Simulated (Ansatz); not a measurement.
# Mo (Im-3m, 1 atom in the cell): phonons and vibrational spectra, part 2 of 2

Wanted: phonon frequencies of Mo (Im-3m, 1 atom in the cell) and what follows from them.

Ansatz 0.2.0; DFT PBEsol, scalar-relativistic, plane waves, PAW.

So far. Step 3 (Tight relaxation): The forces vanish by symmetry and the pressure is 0.000 GPa, within the tolerances set. The cell now holds 15.33 Å³/atom. The relaxed cell has a = 3.130 Å (conventional setting).

## 4. Phonons on a q mesh

Stability and thermal properties need the whole zone. Linear response on a 4×4×4 q mesh gives force constants as far as a supercell of that size would.

Input file input.yaml:

```yaml
crystal:
  lattice:
    - [-1.5649913637, 1.5649913637, 1.5649913637]
    - [1.5649913637, -1.5649913637, 1.5649913637]
    - [1.5649913637, 1.5649913637, -1.5649913637]
  atoms:
    - { symbol: Mo, position: [0.0, 0.0, 0.0] }
kpoints:
  mp_grid: { grid: [20, 20, 20] }
hamiltonian:
  xc: pbesol
scf:
  occupations: { method: methfessel_paxton, width: 0.2 }
output:
  eigenvalues: true
phonons:
  method: dfpt
  qmesh: [4, 4, 4]
  temperatures: { t_max: 1000, t_step: 50 }
  qpath:
    path:
      - [[0.0, 0.0, 0.0], [0.5, -0.5, 0.5], [0.0, 0.0, 0.5], [0.0, 0.0, 0.0], [0.25, 0.25, 0.25], [0.5, -0.5, 0.5]]
      - [[0.25, 0.25, 0.25], [0.0, 0.0, 0.5]]
    npoints: 10
```

Started as:

```console
> ansatz run input.yaml --threads 4 --pin off --max-ram 7168MiB --backend cpu --events-out ev --progress --plain --runs-dir out
```

Numbers of over 12 decimals in the logs are rounded to 6 here.

The program printed:

```text
[...]
Crystal: 1 atoms, lattice volume = 15.332 Å³
Basis set: ecut = 420 eV, 321 PW (Γ), exchange–correlation on 40×40×40 points (8 copies of the dense FFT grid, shifted against one another)
Bands: 11, of which v1, the nominal top of the filled ones, is band 7 counted from 1 (6 counted from 0)
Symmetry: 48 space group operations
k-points: 256 of 8000
[...]
SCF iter   1: F=—  HF=-4897.473297 eV  |F-HF|=—  |Δ(HF+E_count)|=         —  Δρ=6.34e-3  dr2=4.34e-3  ethr=1.77e-3  ⟨swp⟩=4.9  Hψ=15260  notcnv=0
[...]
SCF iter   7: F=-4897.471775 eV  HF=-4897.471775 eV  |F-HF|=9.09e-13  |Δ(HF+E_count)|=  5.46e-12  S|Δr|=    0.00e0  Δρ=4.53e-8  dr2=2.26e-13  ethr=1.00e-12  ⟨swp⟩=5.2  Hψ=10295  notcnv=0
SCF 1 converged in 7 iterations: F = -4897.471775 eV  dr2 = 2.26e-13
[...]
NSCF: frozen V_eff on 256 k-points
[...]
DFPT response loops at q = (0, 0, 0) (fractional): preconditioner auto → Kerker (q_TF=auto, 2.687 Å⁻¹) (partly filled bands, converged f_vac=0.000); β = 1.00, the filter's whole step (`scf.mixing.beta` (0.50) is not read by the response loops under this deck's `scf.mixing.preconditioner`; to damp them name `kerker` or `kerker_dos`, under which they read `scf.mixing.beta`, and type it under 1.00, their step now; both keys bind the ground state too); Broyden in place of MSR1
[...]
SCF converged after 7 iterations
[...]
Free energy (F): -4897.471775 eV
[...]
Internal energy: -4897.471765 eV  (E = F + TS)
E sigma→0 (E₀):  -4897.471772 eV
Entropy (-TS):   -0.000010 eV (-0.010 meV/atom)
Fermi energy:    21.468255 eV
[...]
--- Band table (eV; the first three rows and the last of 256) ---
  k-point 0: bands = [... 3 lower, -12.9888, 14.1137, 20.0433, 20.0433, 20.0433, 23.1265, 23.1265, 36.1406]
  k-point 1: bands = [... 3 lower, -12.9891, 14.2277, 19.9782, 20.0333, 20.1505, 23.0274, 23.1280, 36.2279]
  k-point 2: bands = [... 3 lower, -12.9900, 14.5559, 19.7946, 19.9905, 20.4686, 22.7961, 23.1360, 36.4503]
  k-point 255: bands = [... 3 lower, -14.0177, 15.8348, 15.8348, 25.5627, 25.5627, 25.5627, 30.6064, 30.6064]
--- Phonons (Γ-DFPT): 1 representative perturbation + reference (Σ response iterations 3) ---
  ASR residual: 4.773e-5 → 0.000e0 eV/Å²; symmetrization residual: 4.926e-13 eV/Å²
  ASR residual per site (eV/Å²): 4.77e-5
  Γ frequencies (cm⁻¹): 0.00 0.00 0.00
--- Phonons (arbitrary-q DFPT): 8 irreducible q on the 4×4×4 mesh ---
  q = [0.0000, 0.0000, 0.0000] (star 1, of the zone-centre solve; hermiticity 3.42e-9, symmetrization 1.03e-8): -0.00 -0.00 0.00
  q = [0.0000, 0.0000, 0.2500] (star 12, 2 solved perturbations in 6410 linear systems a pass and spin channel, the states on 4200 of 8000 k-point pairs; hermiticity 1.68e-14, symmetrization 9.99e-14): 117.70 134.85 199.99
[...]
q = [0.2500, 0.2500, 0.2500] (star 2, 1 solved perturbation on 1116 of 8000 k-point pairs; hermiticity 3.90e-14, symmetrization 1.20e-13): 216.62 216.62 216.62
[...]
sum rule: each row above includes the acoustic sum rule's correction from the zone centre's row sums; it moved no ω² by more than (0.37 cm⁻¹)²
  mesh force constants: q→R imaginary residual 0.00e0; ASR residual 4.773e-5 → 0.000e0 eV/Å²; symmetrization residual 2.054e-15 eV/Å²
  interpolated dispersion: 62 rows × 3 modes
  density of states and harmonic sums: on the 28×28×28 q-mesh, interpolated from the force constants of a 4×4×4 supercell (no non-analytic term)
  largest difference from the sums on the solved wave vectors: F 1.04e-2 eV, S 1.44e-5 and C_V 4.03e-6 eV/K
  zero-point energy: 0.036138 eV/cell   skipped modes (ω ≤ 0): 3   left out of the sums: 4.56e-5 of the cell's modes: C_V's classical limit lies that fraction below 3 k_B per atom; for a crystal, a wire or a layer, F and S can be off by more, and a phonons.interpolated_qmesh denser along its periods is the remedy for the sampling
```

Elapsed: 100 s, on 4 threads of Arm Neoverse V2, shared host; peak memory 3.2 GiB.

This step gave:

- sum-rule residual before enforcement: 4.77e-5 eV/Å²
- lowest frequency on the path: 0 cm⁻¹
- highest frequency on the path or at a solved wavevector: 269.2 cm⁻¹
- mean frequency: 194.3 cm⁻¹
- Debye temperature (second moment): 369 K
- logarithmic mean frequency: 188.6 cm⁻¹
- lowest mode on the q mesh (acoustic modes at Γ apart): 117.7 cm⁻¹
- zero-point energy per atom: 36.14 meV
- heat capacity at 300 K: 23.15 J/(mol atoms K)
- vibrational entropy at 300 K: 28.37 J/(mol atoms K)

Frequencies (cm⁻¹) solved at each irreducible wavevector; negative means imaginary. Frequencies by wavevector, by row:

```
q in reciprocal lattice units  star  mode 1  mode 2  mode 3
                        0 0 0     1       0       0       0
                     0 0 0.25    12   117.7   134.8     200
                     0 0 -0.5     6   164.4   198.7   269.1
                  0 0.25 0.25    24   190.1     205   242.3
               0.25 0.25 0.25     2   216.6   216.6   216.6
              0.25 0.25 -0.25     6   148.9   148.9   240.3
               0.25 -0.5 -0.5    12   177.8   215.8     239
               -0.5 -0.5 -0.5     1   175.4   175.4   175.4
```

Interpolated from a 4×4×4 q mesh. The phonon branches at the labelled points (cm⁻¹):

```
    point  branch 1  branch 2  branch 3
        Γ         0         0         0
  halfway       149       149       240
        H       175       175       175
  halfway       178       216       239
        N       164       199       269
  halfway       118       135       200
        Γ         0         0         0
  halfway       167       167       206
        P       217       217       217
  halfway       208       230       230
        H       175       175       175
jump to P       217       217       217
  halfway       198       209       246
        N       164       199       269
```

The phonon branches as a text plot (rows in cm⁻¹):

```
    264 |                  *****                               **
    252 |       *         *                                   *
    241 |     ** *       *      *                            *
    230 |                                    **   ****      *
    219 |    *    *     ***                 *  ***    *    *
    208 |              **  *               * **  *******    ***
    196 |             **    ***  *                     **      **
    185 |          * **        *          * *           **    *
    174 |   *    ***********    * *                      **    *
    163 |       *           ***            *                    *
    151 |     **               **        *
    140 |                        *        *
    129 |  * *                     *
    118 |                        *
    107 |   *                     *     **
     95 |                         * *
     84 |                          *
     73 |  *                       *    *
     62 | *                         *
     50 |                           ** *
     39 | *                            *
     28 |                            *
     17 |
      6 |*                            *
         Γ           H       N        Γ         P        H|P    N
```

Tetrahedra on a 28×28×28 mesh, mean over bins of 5 cm-1. Interpolated from a 4×4×4 q mesh. The phonon density of states by wavenumber; read off at these points:

```
wavenumber (cm⁻¹)  phonon density of states (1/cm⁻¹/cell)
                2                                       0
               12                                  2.0e-5
               22                                  1.2e-4
               28                                  1.7e-4
               38                                  3.5e-4
               48                                  5.6e-4
               58                                  8.5e-4
               68                                  0.0012
               78                                 0.00163
               82                                  0.0019
               92                                 0.00249
              102                                 0.00324
              112                                 0.00415
              122                                  0.0053
              132                                  0.0068
              138                                 0.00774
              148                                  0.0102
              158                                  0.0141
              168                                  0.0224
              178                                  0.0338
              188                                  0.0270
              192                                  0.0275
              202                                  0.0340
              212                                  0.0284
              222                                  0.0137
              232                                  0.0158
              242                                  0.0240
              248                                  0.0320
              258                                  0.0124
              268                                   0.003
```

Second derivatives of the energy by pair, one row for each kind of neighbour of each atom listed. Each entry sums the pair over the periodic images of the supercell that the q mesh stands for, and in a polar crystal it holds the long-range dipole part too. Force constants by pair, by row:

```
atom  neighbour  distance (Å)  third of the trace (eV/Å²)  along the pair's line (eV/Å²)
 Mo1     itself             0                       13.95                              –
 Mo1         Mo         2.711                      -0.867                         -2.103
 Mo1         Mo          3.13                     -0.9715                         -2.859
 Mo1         Mo         4.426                      -0.199                        -0.3218
 Mo1         Mo          5.19                      0.0628                         0.1011
 Mo1         Mo         5.421                      0.0587                        -0.2899
 Mo1         Mo          6.26                      -0.191                        -0.3984
 Mo1         Mo         6.999                       0.005                         0.0069
```

Harmonic thermodynamic functions per atom, from the density of states. Interpolated from a 4×4×4 q mesh. Thermodynamic functions, by row:

```
T (K)  F_vib (meV/atom)  S (J/mol-atom/K)  C_V (J/mol-atom/K)
    0             36.14                 0                   0
   50                36             1.155               3.745
  100             34.02             6.973               13.58
  200              20.1             19.34               21.14
  300             -4.87             28.37               23.15
  400            -37.94             35.15               23.91
  500            -77.25             40.52               24.27
  600            -121.6             44.97               24.48
  700            -170.2             48.75                24.6
  800            -222.5             52.04               24.68
  900              -278             54.95               24.73
 1000            -336.3             57.56               24.77
```

Harmonic mean-square displacement, third of the trace. Interpolated from a 4×4×4 q mesh. Mean square displacements, by row:

```
T (K)  Mo1 U_eq (Å²)
    0        9.70e-4
  100        0.00124
  300        0.00272
  600        0.00524
```

Symmetry leaves 8 wavevectors to solve. The lowest mode among them, the acoustic zeros apart, lies at q = (0, 0, 0.25) and is real, 118 cm⁻¹.

## 5. Finite displacements in a supercell

Finite displacements in a 2×2×2 supercell give force constants from forces alone. They are exact at the wavevectors that the supercell holds, where they check the linear-response result.

Changes to input.yaml since step 4:

```diff
@@ -16,4 +16,4 @@
 phonons:
-  method: dfpt
-  qmesh: [4, 4, 4]
+  method: fd
+  supercell: [2, 2, 2]
   temperatures: { t_max: 1000, t_step: 50 }
```

The program printed:

```text
[...]
Crystal: 8 atoms, lattice volume = 122.655 Å³
Basis set: ecut = 420 eV, 2347 PW (Γ), exchange–correlation on 80×80×80 points (8 copies of the dense FFT grid, shifted against one another)
Bands: 75, of which v1, the nominal top of the filled ones, is band 56 counted from 1 (55 counted from 0)
Symmetry: 384 space group operations
k-points: 47 of 1000
[...]
SCF iter   1: F=—  HF=-39179.774198 eV  |F-HF|=—  |Δ(HF+E_count)|=         —  Δρ=1.88e-7  dr2=1.79e-11  ethr=1.00e-12  ⟨swp⟩=3.0  Hψ=9060  notcnv=0
[...]
SCF iter   2: F=-39179.774198 eV  HF=-39179.774198 eV  |F-HF|=0.00e0  |Δ(HF+E_count)|=    0.00e0  S|Δr|=    0.00e0  Δρ=1.04e-7  dr2=5.36e-12  ethr=1.00e-12  ⟨swp⟩=3.0  Hψ=8511  notcnv=0
SCF 1 converged in 2 iterations: F = -39179.774198 eV  dr2 = 5.36e-12
[...]
Symmetry: 8 space group operations
k-points: 102 of 1000 (time reversal used)
[...]
SCF iter   6: F=-39179.774155 eV  HF=-39179.774155 eV  |F-HF|=7.28e-12  |Δ(HF+E_count)|=  2.18e-11  S|Δr|=    0.00e0  Δρ=6.60e-8  dr2=4.24e-12  ethr=1.00e-12  ⟨swp⟩=5.0  Hψ=28043  notcnv=0
SCF 2 converged in 6 iterations: F = -39179.774155 eV  dr2 = 4.24e-12
[...]
SCF converged after 2 iterations
[...]
Free energy (F): -39179.774198 eV
[...]
Internal energy: -39179.774119 eV  (E = F + TS)
E sigma→0 (E₀):  -39179.774178 eV
Entropy (-TS):   -0.000079 eV (-0.010 meV/atom)
Fermi energy:    21.468255 eV
[...]
--- Band table (eV; the first three rows and the last of 47) ---
  k-point 0: bands = [... 52 lower, 23.1236, 23.1236, 23.1236, 23.1236, 23.1265, 23.1265, 23.1734, 23.1734, ... 15 higher]
  k-point 1: bands = [... 52 lower, 22.5569, 22.5569, 22.5569, 22.6781, 22.9695, 23.0274, 23.1280, 23.1607, ... 15 higher]
  k-point 2: bands = [... 52 lower, 21.6710, 21.6710, 21.6710, 21.9096, 22.4703, 22.7961, 23.0702, 23.0702, ... 15 higher]
  k-point 46: bands = [... 52 lower, 20.8092, 20.8092, 20.8092, 20.8092, 20.8092, 20.8092, 20.8092, 20.8092, ... 15 higher]
--- Phonons: 1 displaced member + reference (amplitude 0.0025 Å, Σ member SCF iterations 6) ---
  symmetry images taken by strict's conditions (phonons.symmetry_images: auto; settled by no image being taken that strict refuses)
  ASR residual: 2.087e-4 → 0.000e0 eV/Å²; symmetrization residual: 8.882e-15 eV/Å²
  largest component of a force at the reference: 2.5e-29 eV/Å
  ASR residual per site (eV/Å²): 2.09e-4
  Γ frequencies (cm⁻¹): 0.00 0.00 0.00
[...]
```

Wall time 16 s (4 threads); peak memory 1.1 GiB; 63 s of CPU time.

This step gave:

```yaml
atoms_in_the_supercell: 8
sum_rule_residual_before_enforcement: 2.09e-4 eV/Å²
highest_frequency_on_the_path_or_at_a_solved_wavevector: 269.1 cm⁻¹
```

Interpolated from a 2×2×2 supercell, rough between the solved points. Phonon branches along the path, in cm⁻¹:

```
    point  branch 1  branch 2  branch 3
        Γ         0         0         0
  halfway       146       146       224
        H       175       175       175
  halfway       170       187       227
        N       164       199       269
  halfway       116       140       190
        Γ         0         0         0
  halfway       165       165       212
        P       249       249       249
  halfway       180       223       223
        H       175       175       175
jump to P       249       249       249
  halfway       211       217       266
        N       164       199       269
```

The phonon branches as a text plot (rows in cm⁻¹):

```
    263 |                  ****                             *****
    252 |                      *             ******        *
    241 |                 *     *              * * *       *
    230 |       *        *                  * *     *       *
    219 |     ** *                                *  *       *
    207 |    *          *                  * *     *  *       **
    196 |         *    *  *****                        *      * *
    185 |          *  ****     * *        * *       **  *
    174 |   *     *********     *                     *****    *
    163 |       **         ****   *        *                    *
    151 |                      **
    140 |     **                 *       **
    129 |    *
    118 |  *                     ***
    107 |                                *
     95 |   *                     **    *
     84 |                           *
     73 |  *                       *    *
     62 | *                         *
     50 |                           *  *
     39 | *                          * *
     28 |                            *
     17 |
      6 |*                            *
         Γ           H       N        Γ         P        H|P    N
```

Tetrahedra on a 28×28×28 mesh, mean over bins of 5 cm-1. Interpolated from a 2×2×2 supercell, rough between the solved points. Table of phonon density of states by wavenumber; read off at these points:

```
wavenumber (cm⁻¹)  phonon density of states (1/cm⁻¹/cell)
                2                                       0
                8                                  1.0e-5
               18                                  5.0e-5
               22                                  1.1e-4
               32                                  2.4e-4
               38                                  3.4e-4
               48                                  5.5e-4
               52                                  6.8e-4
               58                                  8.5e-4
               68                                 0.00119
               72                                 0.00141
               82                                 0.00192
               88                                  0.0022
               98                                  0.0029
              102                                 0.00333
              108                                 0.00378
              118                                 0.00491
              122                                 0.00562
              132                                 0.00736
              138                                 0.00852
              148                                  0.0117
              152                                  0.0141
              162                                  0.0241
              168                                  0.0350
              172                                  0.0436
              182                                  0.0266
              188                                  0.0262
              198                                  0.0273
              202                                  0.0215
              212                                  0.0173
              218                                  0.0167
              222                                   0.017
              232                                  0.0198
              238                                  0.0188
              248                                  0.0177
              252                                  0.0190
              258                                  0.0227
              262                                  0.0140
              268                                 0.00546
```

The highest branch reaches 269 cm⁻¹ on this path, at N. No branch goes imaginary on this path.

## 6. Results

```
space group after relaxation (within 0.01 Å)            : Im-3m
volume per atom                                         : 15.3 Å³
electronic character                                    : no gap on this mesh
lowest mode on the q mesh (acoustic modes at Γ apart)   : 118 cm⁻¹
highest frequency on the path or at a solved wavevector : 269 cm⁻¹
zero-point energy per atom                              : 36.1 meV
heat capacity at 300 K                                  : 23.1 J/(mol atoms K)
vibrational entropy at 300 K                            : 28.4 J/(mol atoms K)
Debye temperature (second moment)                       : 369 K
imaginary modes on the 4×4×4 q mesh                     : none
```

The structure is a minimum as far as tested: no mode is imaginary at the 8 irreducible wavevectors of the 4×4×4 mesh, and the softest away from the acoustic zeros lies at 118 cm⁻¹. With no gap, or one that is small against the smearing, the frequencies hang on the k mesh and the smearing, most of all near Kohn anomalies. A phonon run warned that its eigensolver left some bands unconverged in a pass. These are harmonic frequencies at zero temperature: anharmonic shifts, linewidths and thermal expansion are left out.

[Logs are printed without paths, hosts, clocks, repeated set-up lines and the standing remarks that a program may print on its own settings, such as how far it seeks lower states.]

[Hosts, paths, dates, database ids (printed as entryN), source tags and the programs' standing remarks are cut or masked in the printed files.]
